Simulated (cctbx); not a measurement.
# X-rays or neutrons for the lightest atoms?

Cell a = 5.3050 Å, b = 5.3050 Å, c = 5.3050 Å, α = 90.00°, β = 90.00°, γ = 90.00°; space group Pm-3m (no. 221); content Hf1 Ba3 O1. The heavier atoms are placed; O is still missing.

The data are simulated with cctbx, not measured: Ag Kα, λ = 0.56087 Å, to d = 0.65 Å, 95 % of the full sphere, strongest reflection 5000 counts, noise from counting, a 2 % proportional error and a noise floor of 15 counts (s.d.); no absorption.

Refinement without O (map in e/Å³):

```text
Rint 0.058, 85 unique reflections to 0.65 A
cycle     R1     wR2    GooF  max shift (A)
   1  0.1200  0.1581   9.532   0.00000
   2  0.0450  0.0471   2.837   0.00000
final R1 0.0450 wR2 0.0471 GooF 2.837  parameters 2  data/parameter 42.5
atom        x        y        z      Ueq    occ   su(xyz)  su(Uiso or U11)
Hf1    0.00000  0.00000  0.00000   0.0103  1.000  0.00000  0.0004
Ba1    0.50000  0.50000  0.00000   0.0151  1.000  0.00000  0.0003
difference map: max 16.81 min -5.37 rms 0.66
Q1    0.5000  0.5000  0.5000    1   16.81  2.65 A from Ba1
Q2    0.0000  0.5000  0.5000    3    3.13  0.00 A from Ba1
Q3    0.2735  0.5000  0.5000    6    1.49  1.45 A from Ba1
Q4    0.2577  0.3646  0.5000   24    1.26  1.54 A from Ba1
Q5    0.3889  0.3889  0.3889    8    1.19  2.23 A from Ba1
Q6    0.0000  0.3030  0.4106   24    1.02  1.15 A from Ba1
Q7    0.0000  0.0000  0.1370    6    0.78  0.73 A from Hf1
Q8    0.1485  0.1485  0.1485    8    0.71  1.36 A from Hf1
```

Simulated single-crystal data (cctbx): neutrons of λ = 0.95 Å, to d = 0.7 Å, 95 % of the full sphere, strongest reflection 5000 counts, noise from counting, a 2 % proportional error and a noise floor of 15 counts (s.d.); no absorption.

Refinement without O (map in fm/Å³; only maxima are listed):

```text
Rint 0.039, 71 unique reflections to 0.70 A
cycle     R1     wR2    GooF  max shift (A)
   1  0.3099  0.5100  40.900   0.00000
   2  0.2787  0.4601  36.903   0.00000
final R1 0.2787 wR2 0.4601 GooF 36.903  parameters 2  data/parameter 35.5
atom        x        y        z      Ueq    occ   su(xyz)  su(Uiso or U11)
Hf1    0.00000  0.00000  0.00000   0.0042  1.000  0.00000  0.0034
Ba1    0.50000  0.50000  0.00000   0.0144  1.000  0.00000  0.0036
difference map: max 35.42 min -2.82 rms 0.93
Q1    0.5000  0.5000  0.5000    1   35.42  2.65 A from Ba1
Q2    0.0000  0.0000  0.0000    1    7.17  0.00 A from Hf1
Q3    0.0000  0.5000  0.5000    3    3.00  0.00 A from Ba1
Q4    0.0000  0.0000  0.5000    3    2.71  2.65 A from Ba1
Q5    0.3047  0.5000  0.5000    6    1.09  1.62 A from Ba1
Q6    0.3661  0.3661  0.5000   12    0.97  2.07 A from Ba1
Q7    0.1743  0.4143  0.5000   24    0.63  1.03 A from Ba1
Q8    0.2715  0.2715  0.5000   12    0.57  1.88 A from Ba1
```

**Question.** Where is O, and which data fix it better?

O sits at (1/2, 1/2, 1/2). Adding it takes R1 from 0.045 to 0.023 with X-rays and from 0.279 to 0.013 with neutrons. Symmetry fixes its coordinates; the s.u. of its U is 0.0043 Å² with X-rays and 0.0004 Å² with neutrons. In the X-ray map Q1 marks it. In the neutron map Q1 marks it.

Final neutron refinement:

```text
Rint 0.039, 71 unique reflections to 0.70 A
cycle     R1     wR2    GooF  max shift (A)
   1  0.0834  0.1803  14.567   0.00000
   2  0.0129  0.0268   2.165   0.00000
final R1 0.0129 wR2 0.0268 GooF 2.165  parameters 3  data/parameter 23.7
atom        x        y        z      Ueq    occ   su(xyz)  su(Uiso or U11)
Hf1    0.00000  0.00000  0.00000   0.0105  1.000  0.00000  0.0002
Ba1    0.50000  0.50000  0.00000   0.0152  1.000  0.00000  0.0002
O1     0.50000  0.50000  0.50000   0.0271  1.000  0.00000  0.0004
difference map: max 0.42 min -0.49 rms 0.07
Q1    0.0000  0.4368  0.4368   12    0.42  0.47 A from Ba1
Q2    0.0000  0.0000  0.0000    1    0.28  0.00 A from Hf1
Q3    0.2581  0.5000  0.5000    6    0.18  1.28 A from O1
Q4    0.5000  0.5000  0.5000    1    0.16  0.00 A from O1
Q5    0.1853  0.1853  0.1853    8    0.16  1.70 A from Hf1
Q6    0.0000  0.1223  0.5000   12    0.16  2.00 A from Ba1
```

The model was made for the exercise: a known structure type with other elements put in, its volume estimated, not relaxed; displacement parameters are assumed.

[Middle refinement cycles are left out of these outputs.]

[Logs are printed without paths, hosts, clocks, repeated set-up lines and the standing remarks that a program may print on its own settings, such as how far it seeks lower states.]
